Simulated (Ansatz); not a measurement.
# 2H-WS2 bilayer (AA) in a perpendicular field, part 2 of 2

What dipole does a perpendicular field induce in the 2H-WS2 bilayer (AA), and does the gap follow? A positive field points along +c.

Ansatz 0.2.0; plane-wave DFT, r2SCAN-D4, Ansatz PAW.

So far, gap on the k-mesh (eV): step 3 (atoms held, field 0) 1.72; step 7 (field 0.25 V/Å) 1.41; step 8 (field -0.25 V/Å) 1.41; step 10 (relaxing the atoms, k-mesh 12×12×1, field 0.1 V/Å) 1.62; step 11 (relaxing the atoms, k-mesh 12×12×1, field -0.1 V/Å) 1.62.

## (12) Response, atoms relaxed (continued)

The dipole of the cell by applied field:

```csv
applied field (V/Å),dipole of the cell (e·Å)
-0.1000,-0.0488
0.1000,0.0488
```

Local field over the applied field, running mean. From the potentials at -0.1 and 0.1 V/Å; running mean over 2.5 Å. The local field over applied field by z:

```csv
z (Å),local field over applied field
5,0.997
6,0.974
7,0.829
8,0.499
9,0.175
10,0.0717
11,0.0651
12,0.140
13,0.403
14,0.570
15,0.398
16,0.137
17,0.0644
18,0.0726
19,0.179
20,0.505
21,0.834
22,0.975
23,0.998
```

Electrons, planar mean, per unit field. Induced electron density against z:

z (Å), induced electron density (e/Å³ per V/Å) and a bar from the least value:
```
        5    0.00001 ###############
        6    0.00011 ###############
        7    0.00097 ###################
        8    0.00349 ##############################
        9    0.00113 ####################
       10    0.00093 ###################
       11   -0.00104 ###########
       12   -0.00113 ##########
       13   -0.00311 ##
       14    0.00004 ###############
       15    0.00310 ############################
       16    0.00116 ####################
       17    0.00102 ###################
       18   -0.00094 ###########
       19   -0.00111 ##########
       20   -0.00348 
       21   -0.00094 ###########
       22   -0.00010 ###############
       23   -0.00001 ###############
```

The induced dipole is that of a conductor 10.13 Å thick.

## (13) Varying the input: efield.amplitude = -0.05

This step: plane-wave DFT, r2SCAN-D4, Ansatz PAW (Ansatz 0.2.0).

A run with a changed input: it repeats the earlier run at 0.03 V/Å with efield.amplitude from 0.03 to -0.05.

The input, input.yaml:

```yaml
crystal:
  lattice:
    - [3.1714976087, 0.0, 0.0]
    - [-1.5857488043, 2.7465974972, 0.0]
    - [0.0, 0.0, 27.9817302986]
  atoms:
    - { symbol: S, position: [0.3333333333, 0.6666666667, 0.3216384371] }
    - { symbol: W, position: [0.0, 0.0, 0.377433654] }
    - { symbol: S, position: [0.3333333333, 0.6666666667, 0.4332113895] }
    - { symbol: S, position: [0.3333333333, 0.6666666667, 0.5667886105] }
    - { symbol: W, position: [0.0, 0.0, 0.622566346] }
    - { symbol: S, position: [0.3333333333, 0.6666666667, 0.6783615629] }
kpoints:
  mp_grid: { grid: [18, 18, 1] }
  band_path:
    path: [[0, 0, 0], [0.5, 0, 0], [0.33333333, 0.33333333, 0], [0, 0, 0]]
    npoints: 16
hamiltonian:
  xc: r2scan
  dispersion: d4
scf:
  occupations: { method: fermi_dirac, width: 0.02585 }
  convergence: { dr2_threshold: 1.0e-10 }
efield:
  axis: 3
  dipole_correction: true
  ramp_position: 0.97
  ramp_width: 0.06
  amplitude: -0.05
output:
  write_potential: true
  write_density: true
  volumetric_format: npy
```

Run with:

```
ansatz run input.yaml --threads 4 --pin off --max-ram 6144MiB --backend cpu --events-out ev --progress --plain --runs-dir out
```

It took 30 s on 4 threads of Arm Neoverse V2, shared host; peak memory 1.1 GiB; 2 min of CPU time.

This step gave:

```yaml
gap_on_the_k_mesh: 1.675 eV
dipole_along_the_normal: -0.02439 e·Å
gap_along_the_path: 1.675 eV
smallest_direct_gap_along_the_path: 1.874 eV
gap_the_smaller_of_path_and_mesh: 1.675 eV
```

The electronic bands at the labelled points (eV, zero at the Fermi level of the run, which the smearing sets inside the gap):

```csv
point,band 23,band 24,band 25,band 26,band 27,band 28,band 29,band 30
Γ,-2.78,-2.78,-1.26,-0.84,1.99,1.99,2.08,2.08
halfway,-3.00,-2.65,-2.01,-1.87,1.27,1.62,1.62,1.72
M,-2.51,-2.42,-2.12,-1.95,1.94,2.02,2.36,2.49
halfway,-3.48,-3.19,-1.60,-1.49,1.58,1.67,2.66,2.82
K,-3.73,-3.43,-1.13,-1.04,0.84,0.92,2.37,2.65
halfway,-2.67,-2.39,-2.02,-1.91,1.00,1.27,1.85,2.01
Γ,-2.78,-2.78,-1.26,-0.84,1.99,1.99,2.08,2.08
```

```csv
quantity,this run,earlier run,difference
dipole along the normal (e·Å),-0.02439,0.01463,-0.039
gap along the path (eV),1.675,1.696,-0.021
smallest direct gap along the path (eV),1.874,1.907,-0.034
gap on the k-mesh (eV),1.675,1.696,-0.021
```

The applied field differs, and the slope found earlier predicts a dipole of -0.0244 e·Å; this run gives -0.0244 e·Å, in line with it.

Besides the dipole, what moves beyond 0.01 in its unit (for the dipole 0.5 % and 5e-5 e·Å): smallest direct gap along the path (-0.0337 eV), gap on the k-mesh (-0.0206 eV) and gap along the path (-0.0206 eV).

## (14) A changed input

Another changed input: it repeats the earlier run at 0.03 V/Å with efield.amplitude from 0.03 to 0.05 and efield.dipole_correction from true to false.

input.yaml: that of step 13 with these lines changed.

```diff
@@ -25,6 +25,6 @@
   axis: 3
-  dipole_correction: true
+  dipole_correction: false
   ramp_position: 0.97
   ramp_width: 0.06
-  amplitude: -0.05
+  amplitude: 0.05
 output:
```

The job ended after 30 s (4 threads; peak memory 1.1 GiB; 2 min of CPU time).

```csv
quantity,this run,earlier run,difference
dipole along the normal (e·Å),0.03821,0.01463,0.024
gap along the path (eV),1.643,1.696,-0.052
smallest direct gap along the path (eV),1.825,1.907,-0.083
gap on the k-mesh (eV),1.643,1.696,-0.052
```

The applied field differs, and the slope found earlier predicts a dipole of 0.0244 e·Å; this run gives 0.0382 e·Å, 0.014 e·Å more.

With the dipole correction off, the periodic images add a field of their own to the typed one.

Besides the dipole, what moves beyond 0.01 in its unit (for the dipole 0.5 % and 5e-5 e·Å): smallest direct gap along the path (-0.0828 eV), gap on the k-mesh (-0.0522 eV) and gap along the path (-0.0522 eV).

These numbers are not those of the isolated slab.

## (15) What came out

```yaml
gap_without_field: 1.72 eV
ionisation_energy_upper_face: 5.69 eV
electron_affinity_upper_face: 3.97 eV
equivalent_conductor_thickness_atoms_held: 10.1 Å
equivalent_conductor_thickness_atoms_relaxed: 10.1 Å
```

**Reading.** The induced dipole equals that of a perfect conductor 10.13 Å thick, while the outer atoms lie 9.98 Å apart; an out-of-plane ε follows only once a thickness t is chosen, by 1 − 1/ε = 10.13 Å / t. The gap goes from 1.72 eV to 1.41 eV at -0.25 V/Å. With the field reversed the gap is 1.41 eV at 0.25 V/Å. Semilocal functionals give gaps that are too small, and excitons are not included. Spin-orbit coupling is left out, which matters for the bands of elements this heavy.

[Logs are printed without paths, hosts, clocks, repeated set-up lines and the standing remarks that a program may print on its own settings, such as how far it seeks lower states.]

[Hosts, paths, dates, database ids (printed as entryN), source tags and the programs' standing remarks are cut or masked in the printed files.]

[Maps of the electrostatic potential energy from Ansatz leave out the sawtooth potential of an applied field or a dipole correction, so their vacuum need not be flat; planar profiles and work functions include it.]
